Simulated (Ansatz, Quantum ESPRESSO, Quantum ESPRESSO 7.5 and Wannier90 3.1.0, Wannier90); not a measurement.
## straight Ir chain, spacing 2.30 Å: Wannier functions and conductance

Wanted: localised orbitals and the quantum conductance of this wire: straight Ir chain, spacing 2.30 Å.

Calculated with Quantum ESPRESSO 7.5 and Wannier90 3.1.0; plane-wave DFT, PBE, GBRV ultrasoft pseudopotentials (cross-check by Ansatz 0.2.0 with PAW datasets).

Report form: the programs' logs are mostly left out.

## 1. The structure

The cell holds 1 atom: 1 Ir. Cell: a = 8.000 Å, b = 8.000 Å, c = 2.300 Å, α = 90.0°, β = 90.0°, γ = 90.0°. Vacuum lies along a and b. The structure's axis is c.

## 2. Ground state

Input file scf.in:

```
&control
  prefix = 'scf'
  outdir = './out'
  pseudo_dir = './pseudo'
  calculation = 'scf'
  tprnfor = .true.
/
&system
  ibrav = 0
  nat = 1
  ntyp = 1
  ecutwfc = 34
  ecutrho = 170
  occupations = 'smearing'
  smearing = 'mv'
  degauss = 0.005
/
&electrons
  conv_thr = 1e-07
  mixing_beta = 0.4
  electron_maxstep = 120
  mixing_mode = 'local-TF'
/
ATOMIC_SPECIES
  Ir  192.2170  ir_pbe_v1.2.uspp.F.UPF
CELL_PARAMETERS angstrom
  8.00000000000000 0.00000000000000 0.00000000000000
  0.00000000000000 8.00000000000000 0.00000000000000
  0.00000000000000 0.00000000000000 2.30000000000000
ATOMIC_POSITIONS crystal
  Ir  0.000000000000 0.000000000000 0.000000000000
K_POINTS automatic
  1 1 32 0 0 0
```

Launch:

```console
$ OMP_NUM_THREADS=1 mpirun -n 4 pw.x -nk 2 -in scf.in > scf.out
```

Wall time 5 s (4 MPI ranks of Arm Neoverse V2, shared host); peak memory 0.22 GiB; 20 s of CPU time.

This step gave:

- free energy: -2469.3229 eV
- Fermi energy: -2.951 eV

The run needed 12 iterations to bring the estimated error under 1e-07 Ry.

## 3. Full uniform mesh without symmetry

Wannier90 needs the states on a whole uniform mesh, listed point by point, without symmetry.

Input file nscf.in:

```
&control
  prefix = 'nscf'
  outdir = './out'
  pseudo_dir = './pseudo'
  calculation = 'nscf'
/
&system
  ibrav = 0
  nat = 1
  ntyp = 1
  ecutwfc = 34
  ecutrho = 170
  occupations = 'smearing'
  smearing = 'mv'
  degauss = 0.005
  nosym = .true.
  noinv = .true.
  nbnd = 36
/
&electrons
  conv_thr = 1e-08
  mixing_beta = 0.4
  electron_maxstep = 120
  mixing_mode = 'local-TF'
  diago_full_acc = .true.
/
ATOMIC_SPECIES
  Ir  192.2170  ir_pbe_v1.2.uspp.F.UPF
CELL_PARAMETERS angstrom
  8.00000000000000 0.00000000000000 0.00000000000000
  0.00000000000000 8.00000000000000 0.00000000000000
  0.00000000000000 0.00000000000000 2.30000000000000
ATOMIC_POSITIONS crystal
  Ir  0.000000000000 0.000000000000 0.000000000000
K_POINTS crystal
16
  0.0000000000 0.0000000000 0.0000000000 0.0625
  0.0000000000 0.0000000000 0.0625000000 0.0625
  0.0000000000 0.0000000000 0.1250000000 0.0625
  0.0000000000 0.0000000000 0.1875000000 0.0625
  0.0000000000 0.0000000000 0.2500000000 0.0625
  0.0000000000 0.0000000000 0.3125000000 0.0625
  0.0000000000 0.0000000000 0.3750000000 0.0625
  0.0000000000 0.0000000000 0.4375000000 0.0625
  0.0000000000 0.0000000000 0.5000000000 0.0625
  0.0000000000 0.0000000000 0.5625000000 0.0625
  0.0000000000 0.0000000000 0.6250000000 0.0625
  0.0000000000 0.0000000000 0.6875000000 0.0625
  0.0000000000 0.0000000000 0.7500000000 0.0625
  0.0000000000 0.0000000000 0.8125000000 0.0625
  0.0000000000 0.0000000000 0.8750000000 0.0625
  0.0000000000 0.0000000000 0.9375000000 0.0625
```

Launch:

```console
$ cp -r out/scf.save out/nscf.save
$ cp out/scf.xml out/nscf.xml
$ OMP_NUM_THREADS=1 mpirun -n 4 pw.x -nk 1 -in nscf.in > nscf.out
```

The job ended after 7.2 s (4 MPI ranks; peak memory 0.19 GiB; 28 s of CPU time).

Numbers from this step:

- Fermi energy: -2.909 eV

The program's own clock; routines nest. Time by routine:

| routine | wall time (s) | calls |
| --- | --- | --- |
| PWSCF | 6.65 | 1 |
| electrons | 6.43 | 1 |
| c_bands | 6.43 | 1 |
| cegterg | 6.21 | 39 |
| h_psi | 3.96 | 695 |
| vloc_psi | 3.75 | 695 |
| fftw | 3.48 | 26240 |
| cdiaghg | 0.77 | 656 |
| h_psi:calbec | 0.11 | 695 |
| calbec | 0.11 | 695 |
| init_run | 0.1 | 1 |
| s_psi | 0.09 | 695 |
| add_vuspsi | 0.09 | 695 |
| hinit0 | 0.04 | 1 |

## 4. Neighbour list from wannier90 -pp, with dis_win_max − E_F = 9.0

A first try, with customary settings: the .win file sets projections and windows, and states in the frozen window are kept exactly.

Input file wan_try.win:

```
num_wann = 9
num_bands = 36
num_iter = 200
num_print_cycles = 20
conv_tol = 1e-8
conv_window = 5
guiding_centres = true
dis_num_iter = 1500
dis_conv_tol = 1e-8
dis_win_min = -13.9515
dis_win_max = 6.0485
dis_froz_max = -1.4515
search_shells = 120
fermi_energy = -2.9515

transport = true
transport_mode = bulk
one_dim_axis = z
dist_cutoff = 18.3
dist_cutoff_mode = one_dim
tran_win_min = -4.0
tran_win_max = 2.0
tran_energy_step = 0.02

bands_plot = true
bands_num_points = 96
begin kpoint_path
G 0.0 0.0 0.0 Z 0.0 0.0 0.5
end kpoint_path

begin projections
Ir:s;p;d
end projections

begin unit_cell_cart
ang
  8.0000000000 0.0000000000 0.0000000000
  0.0000000000 8.0000000000 0.0000000000
  0.0000000000 0.0000000000 2.3000000000
end unit_cell_cart

begin atoms_frac
  Ir 0.0000000000 0.0000000000 0.0000000000
end atoms_frac

mp_grid = 1 1 16
begin kpoints
  0.0 0.0 0.0000000000
  0.0 0.0 0.0625000000
  0.0 0.0 0.1250000000
  0.0 0.0 0.1875000000
  0.0 0.0 0.2500000000
  0.0 0.0 0.3125000000
  0.0 0.0 0.3750000000
  0.0 0.0 0.4375000000
  0.0 0.0 0.5000000000
  0.0 0.0 0.5625000000
  0.0 0.0 0.6250000000
  0.0 0.0 0.6875000000
  0.0 0.0 0.7500000000
  0.0 0.0 0.8125000000
  0.0 0.0 0.8750000000
  0.0 0.0 0.9375000000
end kpoints
```

Launch:

```console
$ OMP_NUM_THREADS=1 wannier90.x -pp wan_try > wan_try.pp.log
```

Run time: 0.46 s. Hardware: 1 MPI rank; peak memory 0.09 GiB.

## 5. Overlaps and projections

The same post-processing, on the changed run.

Input file wan_try.p2w.in:

```
&inputpp
  prefix = 'nscf'
  outdir = './out'
  seedname = 'wan_try'
  write_mmn = .true.
  write_amn = .true.
  write_unk = .false.
/
```

Launch:

```console
$ OMP_NUM_THREADS=1 mpirun -n 4 pw2wannier90.x -in wan_try.p2w.in > wan_try.p2w.out
```

Run time: 2.7 s. Hardware: 4 MPI ranks; peak memory 0.17 GiB.

## 6. Wannier functions and transport, with dis_win_max − E_F = 9.0

wan_try.win is that of step 4.

Launch:

```console
$ OMP_NUM_THREADS=1 wannier90.x wan_try > wan_try.run.log
```

It took 0.52 s on 1 MPI rank; peak memory 0.09 GiB.

The program refused the input before any cycle.

The fault put into the input: an outer window with fewer states than Wannier functions at some k (dis_win_max − E_F = 9.0).

The outer window must hold at least num_wann states at every k: widen it, with enough bands computed to fill it.

## 7. Neighbour list from wannier90 -pp

The cure tried: a wider outer window, at both ends where needed.

The .win file sets projections and windows: states in the frozen window are kept exactly, the outer window gives room to disentangle.

wan.win is the input of step 6 with these lines changed:

```diff
@@ -10,3 +10,3 @@
 dis_win_min = -13.9515
-dis_win_max = 6.0485
+dis_win_max = 17.0485
 dis_froz_max = -1.4515
```

Launch:

```console
$ OMP_NUM_THREADS=1 wannier90.x -pp wan > wan.pp.log
```

Run time: 0.45 s. Hardware: 1 MPI rank; peak memory 0.09 GiB.

## 8. Overlaps and projections

pw2wannier90.x computes the overlaps between neighbouring k-points and the projections.

wan.p2w.in is the input of step 5 with these lines changed:

```diff
@@ -3,3 +3,3 @@
   outdir = './out'
-  seedname = 'wan_try'
+  seedname = 'wan'
   write_mmn = .true.
```

Launch:

```console
$ OMP_NUM_THREADS=1 mpirun -n 4 pw2wannier90.x -in wan.p2w.in > wan.p2w.out
```

Wall time 2.7 s (4 MPI ranks); peak memory 0.17 GiB; 10 s of CPU time.

## 9. Wannier functions and transport

After disentangling and localising, transport_mode = bulk builds principal layers from hoppings within dist_cutoff and counts open channels.

wan.win is that of step 7.

Launch:

```console
$ OMP_NUM_THREADS=1 wannier90.x wan > wan.run.log
```

It took 8.7 s on 1 MPI rank; peak memory 0.09 GiB.

Read from the output:

| Quantity | Value |
| --- | --- |
| lead channels at the Fermi level, one spin | 6.000 |
| total spread | 10.10 Å² |
| gauge-invariant spread | 8.204 Å² |
| largest misfit to plane-wave levels between mesh points, inside the frozen window | 0.005541 eV |

Per spin. The quantum conductance of the perfect wire, open channels by energy, zero at the Fermi level:

| energy (eV) | quantum conductance of the perfect wire, open channels |
| --- | --- |
| -4.0000 | 3 |
| -3.7600 | 3 |
| -3.5000 | 3 |
| -3.2600 | 3 |
| -3.0000 | 3 |
| -2.7600 | 3 |
| -2.5000 | 3 |
| -2.2600 | 3 |
| -2.0000 | 3 |
| -1.7600 | 4 |
| -1.5000 | 4 |
| -1.2600 | 6 |
| -1.0200 | 6 |
| -0.7600 | 6 |
| -0.5000 | 6 |
| -0.2600 | 6 |
| 0.0000 | 6.00 |
| 0.2400 | 4 |
| 0.5000 | 4 |
| 0.7400 | 4 |
| 1.0000 | 3.00 |
| 1.2400 | 3 |
| 1.5000 | 3 |
| 1.7400 | 3 |
| 2.0000 | 3.00 |

Wannier functions:

| no. | x (Å) | y (Å) | z (Å) | spread (Å²) |
| --- | --- | --- | --- | --- |
| 1 | 2.00e-6 | 0 | -2.00e-6 | 0.106 |
| 2 | 0.00107 | -9.90e-4 | -1.15 | 1.595 |
| 3 | -0.8614 | -0.022 | -1.10e-5 | 1.423 |
| 4 | 0.04022 | 0.8425 | -1.20e-5 | 1.4 |
| 5 | 0.0837 | -0.8352 | -2.70e-5 | 1.399 |
| 6 | -5.35e-4 | -1.00e-6 | 1.00e-5 | 0.9103 |
| 7 | -2.00e-6 | 2.63e-4 | 2.20e-5 | 0.9103 |
| 8 | 0.8206 | 0.0177 | -6.00e-6 | 1.388 |
| 9 | -0.09314 | -1.50e-5 | -1.00e-6 | 0.9662 |

Electronic bands along the path, in eV, zero at the Fermi level; # counts the bands kept:

| point | #1 | #2 | #3 | #4 | #5 | #6 | #7 | #8 |
| --- | --- | --- | --- | --- | --- | --- | --- | --- |
| Γ | -6.97 | -1.92 | -1.42 | -1.42 | 2.08 | 2.08 | 3.85 | 3.85 |
| halfway | -2.27 | -2.00 | -2.00 | -0.74 | -0.73 | -0.58 | 7.68 | 7.68 |
| Z | -4.21 | -4.21 | 0.06 | 0.06 | 0.98 | 5.82 | 10.90 | 10.90 |

Bands and channels are those of the Wannier model: bands that were not projected, and all outside the frozen window, are missing or only approximate.

## 10. Neighbour list from wannier90 -pp, with dist_cutoff = 2.76

A sensitivity test on the input.

wan_w.win is the input of step 9 with these lines changed:

```diff
@@ -18,3 +18,3 @@
 one_dim_axis = z
-dist_cutoff = 18.3
+dist_cutoff = 2.76
 dist_cutoff_mode = one_dim
```

Launch:

```console
$ OMP_NUM_THREADS=1 wannier90.x -pp wan_w > wan_w.pp.log
```

Run time: 0.45 s. Hardware: 1 MPI rank; peak memory 0.09 GiB.

## 11. Overlaps and projections

The follow-up step for that run.

Input file wan_w.p2w.in:

```
&inputpp
  prefix = 'nscf'
  outdir = './out'
  seedname = 'wan_w'
  write_mmn = .true.
  write_amn = .true.
  write_unk = .false.
/
```

Launch:

```console
$ OMP_NUM_THREADS=1 mpirun -n 4 pw2wannier90.x -in wan_w.p2w.in > wan_w.p2w.out
```

The job ended after 2.7 s (4 MPI ranks; peak memory 0.17 GiB; 10 s of CPU time).

## 12. Wannier functions and transport, with dist_cutoff = 2.76

wan_w.win is the input of step 9 with these lines changed:

```diff
@@ -18,3 +18,3 @@
 one_dim_axis = z
-dist_cutoff = 18.3
+dist_cutoff = 2.76
 dist_cutoff_mode = one_dim
```

Launch:

```console
$ OMP_NUM_THREADS=1 wannier90.x wan_w > wan_w.run.log
```

The job ended after 1.9 s (1 MPI rank; peak memory 0.09 GiB).

The changed values were drawn from a wide range, not chosen for quality; the comparison shows what they did here together.

The total spread is 10.1 against 10.1 Å². Between −2 and 1.5 eV the channel count differs from the first run's at 10 % of the energies, and at the Fermi level it is 6 against 6. Spreads don't depend on this cutoff; only the transport does.

## 13. Cross-check with Ansatz

As a check, the same structure is run in Ansatz.

Level of this step: plane-wave DFT, PBE, Ansatz PAW (Ansatz 0.2.0).

System of this step: straight Ir chain, spacing 2.30 Å, 2 periods. The cell holds 2 atoms: 2 Ir. Its edges and angles: a = 8.000 Å, b = 8.000 Å, c = 4.600 Å, α = 90.0°, β = 90.0°, γ = 90.0°. Vacuum lies along a and b. The structure's axis is c.

Input file input.yaml:

```yaml
crystal:
  lattice:
    - [8.0, 0.0, 0.0]
    - [0.0, 8.0, 0.0]
    - [0.0, 0.0, 4.6]
  atoms:
    - { symbol: Ir, position: [0.0, 0.0, 0.0] }
    - { symbol: Ir, position: [0.0, 0.0, 0.5] }
kpoints:
  mp_grid: { grid: [1, 1, 16] }
hamiltonian:
  xc: pbe
scf:
  occupations: { method: fermi_dirac, width: 0.05 }
  convergence: { dr2_threshold: 1.0e-08 }
output:
  transmission:
    leads: [[0, 0]]
    e_range: [-4.0, 2.0]
    de: 0.05
    kmesh: [1, 1]
    reduced_basis: true
```

Launch:

```console
$ ansatz run input.yaml --threads 4 --pin off --max-ram 12288MiB --backend cpu --events-out ev --progress --plain --runs-dir out
```

The job ended after 18 s (4 threads; peak memory 0.55 GiB).

Numbers from this step:

```
free energy                                : -23862.9500 eV
energy at zero smearing                    : -23862.9185 eV
smearing term TS                           : 0.06300 eV
Fermi energy                               : -2.840 eV
symmetry operations                        : 32
lead channels at the Fermi level, one spin : 6
```

Per spin. Open channels against energy, zero at the Fermi level:

| energy (eV) | open channels |
| --- | --- |
| -4.000 | 3 |
| -3.800 | 3 |
| -3.600 | 3 |
| -3.400 | 3 |
| -3.200 | 3 |
| -3.000 | 3 |
| -2.800 | 3 |
| -2.600 | 3 |
| -2.400 | 3 |
| -2.200 | 3 |
| -2.000 | 3 |
| -1.800 | 4 |
| -1.600 | 4 |
| -1.400 | 6 |
| -1.200 | 6 |
| -1.000 | 6 |
| -0.800 | 6 |
| -0.600 | 6 |
| -0.400 | 6 |
| -0.200 | 6 |
| 0.000 | 6 |
| 0.200 | 4 |
| 0.400 | 4 |
| 0.600 | 4 |
| 0.800 | 4 |
| 1.000 | 3 |
| 1.200 | 3 |
| 1.400 | 3 |
| 1.600 | 3 |
| 1.800 | 3 |
| 2.000 | 3 |

## 14. By hand

6 channels × 77.48 µS = 465 µS, a two-terminal resistance of 12.906/6 = 2.15 kΩ whatever the wire's length, as long as nothing scatters.

## 15. Results

| Property | Result |
| --- | --- |
| open channels at the Fermi level, per spin | 6 |
| total spread | 10.1 Å² |
| gauge-invariant spread | 8.20 Å² |
| largest band misfit in the frozen window | 0.00554 eV |
| channels at the Fermi level by Ansatz | 6 |

The wire offers 6 channels per spin at the Fermi level. Between -4 and 1.5 eV the channel count from Wannier functions equals that from Ansatz's layer matching at 99 % of the energies; outside the frozen window the Wannier bands are not held to the plane-wave ones. Each plane-wave level in the frozen window has a Wannier level within 0.01 eV; this test doesn't see extra bands that a model may add. The wire is perfect, so the conductance only counts bands: each channel, with its partner of the other spin, carries G₀ = 2e²/h. It was run without spin polarisation, which was not tested. Spin-orbit coupling is left out; depending on the atoms that carry the levels of interest, it can split and shift them by tenths of an eV to an eV or more.

[Logs are printed without paths, hosts, clocks, repeated set-up lines and the standing remarks that a program may print on its own settings, such as how far it seeks lower states.]

[Hosts, paths, dates, database ids (printed as entryN), source tags and the programs' standing remarks are cut or masked in the printed files.]

[Maps of the electrostatic potential energy from Ansatz leave out the sawtooth potential of an applied field or a dipole correction, so their vacuum need not be flat; planar profiles and work functions include it.]
